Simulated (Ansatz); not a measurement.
# CsZnH3 (model cell, started as cubic perovskite with Zn in the octahedra): following an unstable mode, part 3 of 3

Wanted: the energy along a soft mode of CsZnH3 (model cell, started as cubic perovskite with Zn in the octahedra) and the structure at the end.

Ansatz 0.2.0; DFT r2SCAN, scalar-relativistic, plane waves, PAW; PAW set soft_1.

So far. Step 5 (Energy along the mode, all amplitudes (two of the runs …): The lowest of the steps tried is at 0.45 Å, 63.0 meV/atom below the parent; the bottom of the well need not coincide with a step. Step 7 (The new phase in its own primitive cell): The largest force component left is 0.49 meV/Å and the pressure is 0.001 GPa, within the tolerances set. The cell now holds 15.75 Å³/atom. The relaxed cell has a = 6.152, c = 8.323 Å (conventional setting).

The structure was built from a prototype and need not be the compound's stable phase.

## Step 8: Modes of the new phase, k-mesh 6×6×6, occupations fixed

A relaxed structure may still be a saddle point, so its zone-centre modes are computed. The response to a homogeneous field gives the Born charges and the dielectric tensor.

The input, input.yaml:

```yaml
crystal:
  lattice:
    - [-3.0761432133, 3.0761432133, 4.1613529962]
    - [3.0761432133, -3.0761432133, 4.1613529962]
    - [3.0761432133, 3.0761432133, -4.1613529962]
  atoms:
    - { symbol: Cs, position: [0.75, 0.75, 0.0] }
    - { symbol: Cs, position: [0.25, 0.25, 0.0] }
    - { symbol: Zn, position: [0.5, 0.0, 0.5] }
    - { symbol: Zn, position: [0.0, 0.5, 0.5] }
    - { symbol: H, position: [0.25, 0.75, 0.5] }
    - { symbol: H, position: [0.75, 0.25, 0.5] }
    - { symbol: H, position: [0.1858030765, 0.3141969235, 0.5] }
    - { symbol: H, position: [0.8141969235, 0.6858030765, 0.5] }
    - { symbol: H, position: [0.3141969235, 0.8141969235, 0.1283938471] }
    - { symbol: H, position: [0.6858030765, 0.1858030765, 0.8716061529] }
kpoints:
  mp_grid: { grid: [6, 6, 6] }
hamiltonian:
  xc: r2scan
  pseudopotentials: { kind: paw, azcp: { folder: soft_1 } }
scf:
  occupations: { method: fixed }
output:
  eigenvalues: true
phonons:
  method: dfpt
  dielectric: true
  rigid_motions: translations
```

Launch:

```bash
ansatz run input.yaml --threads 4 --pin off --max-ram 16384MiB --backend cpu --events-out ev --progress --plain --runs-dir out
```

Numbers of over 12 decimals in the logs are rounded to 6 here.

Output:

```text
[...]
Crystal: 10 atoms, lattice volume = 157.510 Å³
Basis set: ecut = 500 eV, 3991 PW (Γ), exchange–correlation on 288×288×288 points (216 copies of the dense FFT grid, shifted against one another)
Bands: 34, of which v1, the nominal top of the filled ones, is band 24 counted from 1 (23 counted from 0)
Symmetry: 16 space group operations
k-points: 112 of 216 (irreducible under 1 space group operation, time reversal used)
[...]
SCF iter   1: F=—  HF=-18123.258828 eV  |F-HF|=—  |Δ(HF+E_count)|=         —  Δρ=9.97e-2  dr2=1.31e1  dr2_τ=4.46e-2  ethr=3.10e-3  ⟨swp⟩=5.0  Hψ=16691  notcnv=0  defer=859
[...]
SCF iter  11: F=-18119.956420 eV  HF=-18119.956420 eV  |F-HF|=1.82e-11  |Δ(HF+E_count)|=  2.98e-10  Δρ=2.14e-7  dr2=4.96e-11  dr2_τ=5.25e-13  ethr=1.00e-12  ⟨swp⟩=16.1  Hψ=30976  notcnv=0
SCF 1 converged in 11 iterations: F = -18119.956420 eV  dr2 = 4.96e-11
[...]
NSCF: frozen V_eff on 4 k-points
DFPT response loops at Γ: preconditioner auto → Resta (q_TF=auto, 2.238 Å⁻¹)  ε∞=7.5 (no band partly filled); β = 1.00, the filter's whole step (`scf.mixing.beta` (0.50) is not read by the response loops at its default; to damp them type it under 1.00, their step now; it binds the ground state too); Broyden in place of MSR1
── the response to a field inside a basis, on 6×6×6 k-points: an SCF that follows is theirs, and a resumed run solves both again ──
Bands: 25, of which v1, the nominal top of the filled ones, is band 24 counted from 1 (23 counted from 0)
k-points: 28 of 216
[...]
Eigensolver: Dense (28 Hₖ)
SCF iter   1: F=—  HF=-18119.894848 eV  |F-HF|=—  |Δ(HF+E_count)|=         —  Δρ=2.17e-4  dr2=2.07e-5  dr2_τ=6.21e-6  ethr=1.00e-1
[...]
SCF iter   5: F=-18119.894900 eV  HF=-18119.894900 eV  |F-HF|=6.00e-10  |Δ(HF+E_count)|=   9.79e-8  Δρ=3.08e-6  dr2=7.19e-9  dr2_τ=5.82e-10  ethr=3.02e-10
SCF 1 converged in 5 iterations: F = -18119.894900 eV  dr2 = 7.19e-9
[...]
SCF converged after 11 iterations
Free energy (F): -18119.956420 eV
[...]
Internal energy: -18119.956420 eV  (E = F + TS)
E sigma→0 (E₀):  -18119.956420 eV
Fermi energy:    5.325849 eV
[...]
--- Band table (eV; the first three rows and the last of 112) ---
  k-point 0: bands = [... 20 lower, 1.3530, 1.6537, 1.8407, 4.7921, 6.3978, 8.6261, 8.6261, 9.7980, ... 6 higher]
  k-point 1: bands = [... 20 lower, 1.5516, 2.0626, 2.1125, 4.8203, 6.5302, 8.4819, 8.8104, 9.5162, ... 6 higher]
  k-point 2: bands = [... 20 lower, 1.8782, 1.9495, 2.5222, 5.0691, 7.3361, 8.2623, 9.0176, 9.3929, ... 6 higher]
  k-point 111: bands = [... 20 lower, 1.7279, 2.1869, 2.1869, 5.3258, 8.2138, 8.2138, 8.6085, 9.2936, ... 6 higher]
[...]
k mesh reduced under 1 symmetry operation, with k and −k counted as one. Each operation leaves every solved perturbation unchanged. A smaller set is not considered because the functional reads the kinetic-energy density
  ASR residual: 2.632e-4 → 0.000e0 eV/Å²; symmetrization residual: 1.298e-6 eV/Å²
  ASR residual per site (eV/Å²): 4.55e-5 4.55e-5 2.63e-4 2.63e-4 1.70e-5 1.70e-5 1.85e-5 1.85e-5 1.85e-5 1.85e-5
  Γ frequencies (cm⁻¹): -541.11 0.00 0.00 0.00 75.32 75.32 81.27 89.77 89.77 100.88 116.27 116.27 145.00 233.55 517.24 570.18 570.18 572.79 572.79 620.70 710.04 710.04 809.76 858.25 858.25 952.07 1410.29 1461.01 1484.51 1484.51
  ε∞ (high-frequency dielectric tensor):
        4.486196     0.000000     0.000000
        0.000000     4.486196    -0.000000
        0.000000    -0.000000     5.733251
  softest optical mode at Γ: -541.11 cm⁻¹; the repairs (sum rule, projections) moved no ω² at Γ by more than (4.16 cm⁻¹)²
  Born effective charges Z* (e; rows j = field, columns β = displacement):
    site 0:
         1.25422   -0.00000    0.00000
         0.00000    1.25422   -0.00000
         0.00000   -0.00000    0.86281
    site 1:
         1.25422   -0.00000    0.00000
         0.00000    1.25422   -0.00000
         0.00000   -0.00000    0.86281
    site 2:
         1.59545    0.00250   -0.00000
         0.00250    1.59545    0.00000
        -0.00000    0.00000    3.07282
    site 3:
         1.59545   -0.00250    0.00000
        -0.00250    1.59545    0.00000
         0.00000    0.00000    3.07282
    site 4:
        -0.86691   -0.00000    0.00000
        -0.00000   -0.86691   -0.00000
         0.00000   -0.00000   -1.91485
    site 5:
        -0.86691   -0.00000    0.00000
        -0.00000   -0.86691   -0.00000
         0.00000   -0.00000   -1.91485
    site 6:
        -0.99138    0.19806    0.00000
         0.19806   -0.99138   -0.00000
         0.00000   -0.00000   -1.01039
    site 7:
        -0.99138    0.19806    0.00000
         0.19806   -0.99138   -0.00000
         0.00000   -0.00000   -1.01039
    site 8:
        -0.99138   -0.19806    0.00000
        -0.19806   -0.99138   -0.00000
         0.00000   -0.00000   -1.01039
    site 9:
        -0.99138   -0.19806    0.00000
        -0.19806   -0.99138   -0.00000
         0.00000   -0.00000   -1.01039
  Z* charge neutrality: 1.167e-2 e pre-enforcement
  solved inside a basis spanned on kpoints, on 6×6×6 k-points, its susceptibility summed on 8×8×10: ε∞ is read to err by 2.4e-2, Z* by 1.9e-2 e (field_mesh: kpoints solves on kpoints); Z* is corrected for what the basis lacks
  optical modes at Γ without the LO–TO term, one row a degenerate level:
      ω (cm⁻¹)  modes    IR ((D/Å)²/amu)
       -541.11      1           259.3194
         75.32      2             0.0000
         81.27      1             0.0000
         89.77      2             1.4530
        100.88      1             0.0000
        116.27      2             2.2959
        145.00      1             8.8859
[...]
optical modes at Γ + LO–TO along q̂ = [1.0000, 0.0000, 0.0000]:
      ω (cm⁻¹)  modes    IR ((D/Å)²/amu)
[...]
optical modes at Γ + LO–TO along q̂ = [0.0000, 1.0000, 0.0000]:
      ω (cm⁻¹)  modes    IR ((D/Å)²/amu)
[...]
optical modes at Γ + LO–TO along q̂ = [0.0000, 0.0000, 1.0000]:
      ω (cm⁻¹)  modes    IR ((D/Å)²/amu)
[...]
517.24      1             0.0000
        570.18      2             4.8001
        572.79      2             0.0000
        600.02      1           261.3712
        620.70      1             0.0000
        710.04      2           156.9704
        809.76      1             0.0000
        858.25      2             0.0000
        952.13      1             0.1008
       1410.29      1             0.0000
       1461.01      1             0.0000
       1484.51      2            95.1088
```

Elapsed: 16 min, on 4 threads of Arm Neoverse V1, shared host; peak memory 8 GiB.

Numbers from this step:

* sum-rule residual before enforcement: 2.63e-4 eV/Å²
* miss of the charge sum rule: 0.01167 e
* estimated error of the dielectric tensor: 0.02377
* estimated error of the Born charges: 0.01895 e
* point group: 4/mmm
* highest optical mode at the zone centre (no LO-TO term): 1485 cm⁻¹
* lowest optical zone-centre mode: -541.1 cm⁻¹
* mean high-frequency dielectric constant: 4.902
* largest Born charge (third of the trace): 2.088 e
* top of the zone-centre spectrum with the field: 1539 cm⁻¹

Patterns of degenerate modes are one choice out of their space. Modes at Γ, with each element's share of the kinetic energy (negative means imaginary):

```csv
mode,frequency (cm⁻¹),symmetry,Cs %,Zn %,H %
1,-541.1,A2u,1,9,90
2,0.0,acoustic,66,32,2
3,0.0,acoustic,66,32,2
4,0.0,acoustic,66,32,2
5,75.3,Eg,100,0,0
6,75.3,Eg,100,0,0
7,81.3,A2g,100,0,0
8,89.8,Eu,3,95,2
9,89.8,Eu,3,95,2
10,100.9,B1u,0,100,0
11,116.3,Eu,31,67,2
12,116.3,Eu,31,67,2
13,145.0,A2u,33,58,8
14,233.6,B2g,0,0,100
15,517.2,B1g,0,0,100
16,570.2,Eu,0,1,99
17,570.2,Eu,0,1,99
18,572.8,Eg,0,0,100
19,572.8,Eg,0,0,100
20,620.7,A2g,0,0,100
21,710.0,Eu,0,2,98
22,710.0,Eu,0,2,98
23,809.8,B1u,0,0,100
24,858.2,Eg,0,0,100
25,858.2,Eg,0,0,100
26,952.1,A2u,0,0,100
27,1410.3,A1g,0,0,100
28,1461.0,B2g,0,0,100
29,1484.5,Eu,0,2,98
30,1484.5,Eu,0,2,98
```

Displacements in mode 1 (-541.1 cm⁻¹), the largest set to 1:
```
Cs1  0.00  0.00  0.01
Cs2  0.00  0.00  0.01
Zn3  0.00  0.00 -0.05
Zn4  0.00  0.00 -0.05
H5   0.00  0.00  1.00
H6   0.00  0.00  1.00
H7   0.00  0.00  0.51
H8   0.00  0.00  0.51
H9   0.00  0.00  0.51
H10  0.00  0.00  0.51
```

Displacements in mode 25 (858.2 cm⁻¹), the largest set to 1:
```
Cs1  0.00  0.00  0.00
Cs2  0.00  0.00  0.00
Zn3  0.00  0.00  0.00
Zn4  0.00  0.00  0.00
H5   0.00  1.00  0.00
H6   0.00 -1.00  0.00
H7   0.00  0.00  0.79
H8   0.00  0.00 -0.79
H9   0.00  0.00  0.79
H10  0.00  0.00 -0.79
```

Optical modes at the zone centre, without and with the macroscopic field of the longitudinal modes; each column is sorted by frequency, so a row need not hold one and the same mode. Modes with and without the field, by row:

```csv
rank among optical modes,no field (cm⁻¹),"q along (1, 0, 0) (cm⁻¹)","q along (0, 0, 1) (cm⁻¹)"
1,-541.1,-541.1,40
2,75.3,75.3,75.3
3,75.3,75.3,75.3
4,81.3,81.3,81.3
5,89.8,89.8,89.8
6,89.8,94.9,89.8
7,100.9,100.9,100.9
8,116.3,116.3,116.3
9,116.3,127.2,116.3
10,145,145,233.6
11,233.6,233.6,517.2
12,517.2,517.2,570.2
13,570.2,570.2,570.2
14,570.2,572.8,572.8
15,572.8,572.8,572.8
16,572.8,572.8,600
17,620.7,620.7,620.7
18,710,710,710
19,710,809.8,710
20,809.8,851.7,809.8
21,858.2,858.2,858.2
22,858.2,858.2,858.2
23,952.1,952.1,952.1
24,1410,1410,1410
25,1461,1461,1461
26,1484,1484,1484
27,1484,1539,1484
```

Born charge (rows field, columns displacement) (e), principal values of the symmetric part by kind of site:

```csv
atom,atoms with these values,low,middle,high,mean
Cs1,2,0.86,1.25,1.25,1.12
Zn3,2,1.59,1.60,3.07,2.09
H5,2,-1.91,-0.87,-0.87,-1.22
H7,4,-1.19,-1.01,-0.79,-1.00
```

In full for Cs1:

```
1.25 0.00 0.00
0.00 1.25 0.00
0.00 0.00 0.86
```

High-frequency dielectric tensor:

```
4.49 0.00 0.00
0.00 4.49 0.00
0.00 0.00 5.73
```

Transverse modes; imaginary modes are left out. Infrared lines, with heights relative to the strongest:

```csv
position (cm⁻¹),label,relative intensity
75,Eg,0.0
81,A2g,0.0
90,Eu,0.9
101,B1u,0.0
116,Eu,1.5
145,A2u,5.7
234,B2g,0.0
517,B1g,0.0
570,Eu,3.1
573,Eg,0.0
621,A2g,0.0
710,Eu,100
810,B1u,0.0
858,Eg,0.0
952,A2u,0.0
1410,A1g,0.0
1461,B2g,0.0
1484,Eu,61
```

Before it was imposed, the acoustic sum rule was missed by 2.6e-4 eV/Å² and the charge sum rule by 0.012 e. Small misses are needed for a sound result but don't prove that mesh and cutoff are converged. The lowest optical mode is imaginary, 541.1i cm⁻¹, so the energy falls along it.

## Step 9: The phases reached

The phases reached along the modes that were followed are set side by side.

Energies are those of the first relaxation, on the mesh of the frozen mode; space group, volume and gap are those of the last relaxation. Phases, by row:

```csv
mode frozen in,space group,energy from parent (meV/atom),volume (Å³/atom),gap on mesh (eV),lowest zone-centre optical mode (cm⁻¹),largest shift (Å)
parent,Pm-3m,0,13.69,0,–,–
"q = (0, -0.5, -0.5), 1196i cm⁻¹",P4/mbm,-88.98,15.78,1.399,-519.7,0.564
"q = (-0.5, -0.5, -0.5), 1093i cm⁻¹",I4/mmm,-87.22,15.69,1.047,-147.5,0.624
"q = (-0.5, -0.5, -0.5), 1093i cm⁻¹",I4/mcm,-88.34,15.75,1.071,-540.9,0.558
"q = (-0.5, -0.5, -0.5), 1093i cm⁻¹",I4/mcm,-88.34,15.75,1.072,-541.1,0.559
```

## Step 10: Results

```json
{"unstable mode of the parent": "q = (-0.5, -0.5, -0.5), 1093i cm⁻¹", "depth at the lowest point sampled": "63.0 meV/atom", "largest atomic shift at that point": "0.45 Å", "space group reached (within 0.01 Å)": "I4/mcm", "energy gained over the parent (first relaxation, on the mesh of the frozen mode)": "88.3 meV/atom", "volume per atom, phase reached": "15.8 Å³", "gap on the k-mesh, phase reached": "1.07 eV", "lowest optical zone-centre mode, phase reached": "-541 cm⁻¹", "highest optical mode at the zone centre (no LO-TO term), phase reached": "1485 cm⁻¹"}
```

What this shows: Along this mode the structure falls into I4/mcm, 88.3 meV/atom below the parent. At the parent's cell the well is 63.02 meV/atom deep on the steps tried, with its lowest point at a shift of 0.45 Å. Relaxing atoms and cell changes the gain by +25.32 meV/atom against the lowest step (energies at zero smearing). The new phase still has an imaginary mode at the zone centre of its cell, so it is a saddle point on the way to a lower structure. Of the 4 patterns followed to their end from this parent, this one ends 0.636 meV/atom above the lowest, P4/mbm. Another end point lies within 1 meV/atom; how such a difference moves with mesh and cutoff was not tested. Each path keeps the symmetry of its pattern, so a lower phase may lie along a pattern not tried. The q mesh stands for a supercell only 8.2 Å across, so branches between the solved wavevectors are rough. With no gap, or one that is small against the smearing, the frequencies hang on the k mesh and the smearing, most of all near Kohn anomalies. Spin-orbit coupling is left out, which can matter for the heavy elements here. A phonon run warned that its eigensolver left some bands unconverged in a pass. The starting cell was built on a prototype and not taken from a measurement, so the phase need not exist.

[Logs are printed without paths, hosts, clocks, repeated set-up lines and the standing remarks that a program may print on its own settings, such as how far it seeks lower states.]

[Hosts, paths, dates, database ids (printed as entryN), source tags and the programs' standing remarks are cut or masked in the printed files.]
